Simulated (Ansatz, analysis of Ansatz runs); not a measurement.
# F centre in LiF: hyperfine coupling, PBE, part 2 of 2

Aim: the hyperfine coupling of the F centre in LiF, to be set beside the measurement. Set-up: PBE, 64-site cell, measured lattice, 420 eV, k: the single point 1/4 1/4 1/4 then 2x2x2 shifted 0.5 0.5 0.5. The model is a cell of 64 host atoms with 1 F taken out. The isotropic coupling follows from the spin density at the nucleus, the nuclear g-factor and the total spin. The measured lattice removes the functional's error in the volume.

Ansatz 0.2.0; PBE, 64-site cell, measured lattice, 420 eV, k: the single point 1/4 1/4 1/4 then 2x2x2 shifted 0.5 0.5 0.5.

So far: The structure; Relaxation, charge 0.

## 2. Relaxation, charge 0 (continued)

Level of this step: plane-wave PAW DFT, PBE; relaxation of all atoms of a defect supercell (Ansatz).

Relaxation path:

| step | energy less that of the first step (eV) | largest force component (eV/Å) |
| --- | --- | --- |
| 1 | 0.0000 | 0.1691 |
| 2 | -0.0113 | 0.0885 |
| 3 | -0.0186 | 0.0148 |
| 4 | -0.0186 | 0.0148 |

Forces are held to the 12 operations that the run works with; a distortion that breaks them can't arise in this run.

The atoms that moved most (Å):

| atom | dx | dy | dz | length |
| --- | --- | --- | --- | --- |
| Li28 | 0.000 | 0.035 | 0.000 | 0.035 |
| Li27 | 0.000 | 0.000 | 0.035 | 0.035 |
| Li56 | 0.035 | 0.000 | 0.000 | 0.035 |
| Li25 | -0.035 | 0.000 | 0.000 | 0.035 |
| Li19 | 0.000 | 0.000 | -0.035 | 0.035 |
| Li12 | 0.000 | -0.035 | 0.000 | 0.035 |
| F30 | -0.005 | 0.005 | 0.000 | 0.007 |
| F29 | -0.005 | 0.000 | 0.005 | 0.007 |

The atoms nearest to the centre after the run:

| atom | distance (Å) |
| --- | --- |
| Li12 | 2.049 |
| Li19 | 2.049 |
| Li25 | 2.049 |
| Li56 | 2.049 |
| Li28 | 2.049 |
| Li27 | 2.049 |
| F8 | 2.855 |
| F14 | 2.855 |
| F21 | 2.855 |
| F31 | 2.855 |
| F60 | 2.855 |
| F61 | 2.855 |
| F45 | 2.855 |
| F52 | 2.855 |
| F30 | 2.855 |
| F24 | 2.855 |

This step gave:

- free energy: -31704.8138 eV
- total moment: 1 μB
- integral of the absolute spin density: 1.013 μB
- spin contamination: 5.93e-4

The relaxation ends 0.3 meV an atom lower, with a largest force component of 0.015 eV/Å.

## 3. Contact spin densities

The relaxed structure is kept, and the final numbers are taken at the final level and k-points.

This step: plane-wave PAW DFT, PBE; single point of a defect supercell.

File point/input.yaml:

```yaml
crystal:
  lattice:
    - [8.056, 0.0, 0.0]
    - [0.0, 8.056, 0.0]
    - [0.0, 0.0, 8.056]
  atoms:
    - { symbol: Li, position: [1.9127e-05, 1.85e-06, 1.85e-06] }
    - { symbol: Li, position: [0.000204503, 0.250204503, 0.250204503] }
[... 5 atom lines left out ...]
    - { symbol: F, position: [0.249979983, 0.249399314, 0.249399314] }
[... 3 atom lines left out ...]
    - { symbol: Li, position: [0.249983468, 0.245607046, 0.499983468] }
[... 1 atom line left out ...]
    - { symbol: F, position: [-0.000600686, 0.249399314, 0.499979983] }
[... 4 atom lines left out ...]
    - { symbol: Li, position: [0.249983468, 0.499983468, 0.245607046] }
[... 1 atom line left out ...]
    - { symbol: F, position: [-0.000600686, 0.499979983, 0.249399314] }
[... 3 atom lines left out ...]
    - { symbol: Li, position: [-0.004392954, 0.499983468, 0.499983468] }
[... 1 atom line left out ...]
    - { symbol: Li, position: [0.250016532, 0.500016532, 0.754392954] }
    - { symbol: Li, position: [0.250016532, 0.754392954, 0.500016532] }
[... 2 atom lines left out ...]
    - { symbol: F, position: [0.250020017, 0.750600686, 0.750600686] }
[... 24 atom lines left out ...]
    - { symbol: Li, position: [0.504392954, 0.500016532, 0.500016532] }
[... 3 atom lines left out ...]
    - { symbol: F, position: [0.500600686, 0.500020017, 0.750600686] }
    - { symbol: F, position: [0.500600686, 0.750600686, 0.500020017] }
[... 1 atom line left out ...]
    - { symbol: F, position: [0.74998486, 0.749960616, 0.749960616] }
basis:
  ecutwfc: 420
  xc_grid: 2
hamiltonian:
  xc: pbe
kpoints:
  mp_grid: { grid: [2, 2, 2], shift: [0.5, 0.5, 0.5] }
magnetization:
  spin_polarized: true
  initial_magnetization: 1
  spin_locking: { lock_magnetization: hard }
scf:
  occupations: { method: fermi_dirac, width: 0.01 }
  max_iter: 120
output:
  forces: true
  efg: {}
  eigenvalues: true
checkpoint:
  read: "../relax.run"
```

On the command line:

```console
$ ansatz run input.yaml --threads 2 --pin off --max-ram 3768MiB --backend cpu --events-out ev --progress --plain --runs-dir out
```

Numbers of over 12 decimals in the logs are rounded to 6 here.

The log of the run:

```text
[...]
Crystal: 63 atoms, lattice volume = 522.827 Å³
Basis set: ecut = 420 eV, 10251 PW (Γ), exchange–correlation on 108×108×108 points (8 copies of the dense FFT grid, shifted against one another)
Bands: 220, of which v1, the nominal top of the filled ones, is band 157 counted from 1 (156 counted from 0)
Symmetry: 12 space group operations
[...]
k-points: 2 of 8
[...]
Starting moments: Σ|m| = 1 μB on 63 of 63 sites; this step starts from the density that it was given
[...]
SCF iter   6: F=-31704.813826 eV  HF=-31704.813826 eV  |F-HF|=9.82e-11  |Δ(HF+E_count)|=  5.86e-10  Δρ=1.24e-7 (↑1.24e-7 ↓1.18e-7)  dr2=1.85e-10  dr2_m=1.01e-11  M=1.000 μB ∫|m|=1.012 μB  ethr=1.00e-12  ⟨swp⟩=2.0  Hψ=1445  notcnv=0
SCF 1 converged in 6 iterations: F = -31704.813826 eV  dr2 = 1.85e-10
[...]
SCF converged after 6 iterations
[...]
atom  19  Li V_zz =    -0.014561   η = 0.0041   by run symmetry: allowed
[...]
atom  21  F  V_zz =    +0.163851   η = 0.6239   by run symmetry: allowed
[...]
atom  25  Li V_zz =    -0.014561   η = 0.0041   by run symmetry: allowed
[...]
atom  27  Li V_zz =    -0.014561   η = 0.0041   by run symmetry: allowed
[...]
atom  28  Li V_zz =    -0.014561   η = 0.0041   by run symmetry: allowed
[...]
atom  31  F  V_zz =    +0.163851   η = 0.6239   by run symmetry: allowed
[...]
atom  56  Li V_zz =    -0.014561   η = 0.0041   by run symmetry: allowed
[...]
--- Band table (eV) ---
[...]
[... further k-points left out ...]
[key lines of the parts left out:]
Magnetization: 1.0000 μB (157.0000 up, 156.0000 down)
Free energy (F): -31704.813826 eV
Fermi energy:    7.593761 (↑ 8.586445, ↓ 4.621849) eV
```

Run time: 22 s. Hardware: 2 threads of Intel Xeon Platinum 8488C (Sapphire Rapids), shared host; peak memory 1.7 GiB; 41 s of CPU time.

Read from the output:

```
free energy                           : -31704.8138 eV
total moment                          : 1 μB
integral of the absolute spin density : 1.013 μB
spin contamination                    : 5.93e-4
```

The atoms' spheres hold 0.21 of the 1 μB, none over 0.02 μB.

Contact couplings A = (2/3) μ0 ge μB gN μN ρs / (2S h), for each element's most abundant magnetic isotope:

| atom | isotope | distance from the centre (Å) | contact spin density (e/Å³) | A (MHz) |
| --- | --- | --- | --- | --- |
| F16 | 19F | 2.86 | 0.196 | 122.5 |
| F24 | 19F | 2.86 | 0.196 | 122.5 |
| F29 | 19F | 2.86 | 0.196 | 122.5 |
| F30 | 19F | 2.86 | 0.196 | 122.5 |
| F45 | 19F | 2.86 | 0.196 | 122.5 |
| F52 | 19F | 2.86 | 0.196 | 122.5 |
| F8 | 19F | 2.86 | 0.196 | 122.4 |
| F14 | 19F | 2.86 | 0.196 | 122.4 |
| F21 | 19F | 2.86 | 0.196 | 122.4 |
| F31 | 19F | 2.86 | 0.196 | 122.4 |

## 4. Results

- 7Li, shell I: 39.5 MHz
- 19F, shell II: 122.5 MHz
- 7Li, shell III: 0.8 MHz
- 19F, shell IV: 0.9 MHz
- integral of the absolute spin density: 1.01 μB
- time of the whole chain: 50 s on 2 threads

What this shows: 7Li, shell I: computed 39.5 MHz, measured 39.06 MHz; 0.4 MHz (1 %) above the measurement. 19F, shell II: computed 122.5 MHz, measured 105.9 MHz; 16.5 MHz (16 %) above the measurement. 7Li, shell III: computed 0.8 MHz, measured 0.5 MHz; 0.3 MHz (55 %) above the measurement. 19F, shell IV: computed 0.9 MHz, measured 0.48 MHz; 0.4 MHz (89 %) above the measurement. Only the isotropic (Fermi contact) part is computed, with core polarisation; no vibrational averaging. Limits: the periodic copies of the defect are only 8.1 Å apart.

[Logs are printed without paths, hosts, clocks, repeated set-up lines and the standing remarks that a program may print on its own settings, such as how far it seeks lower states.]

[Hosts, paths, dates, database ids (printed as entryN), source tags and the programs' standing remarks are cut or masked in the printed files.]

[For some hosts the program warned that the k-mesh of the response run may be too coarse for force constants and the static dielectric constant; such warnings are not shown here.]
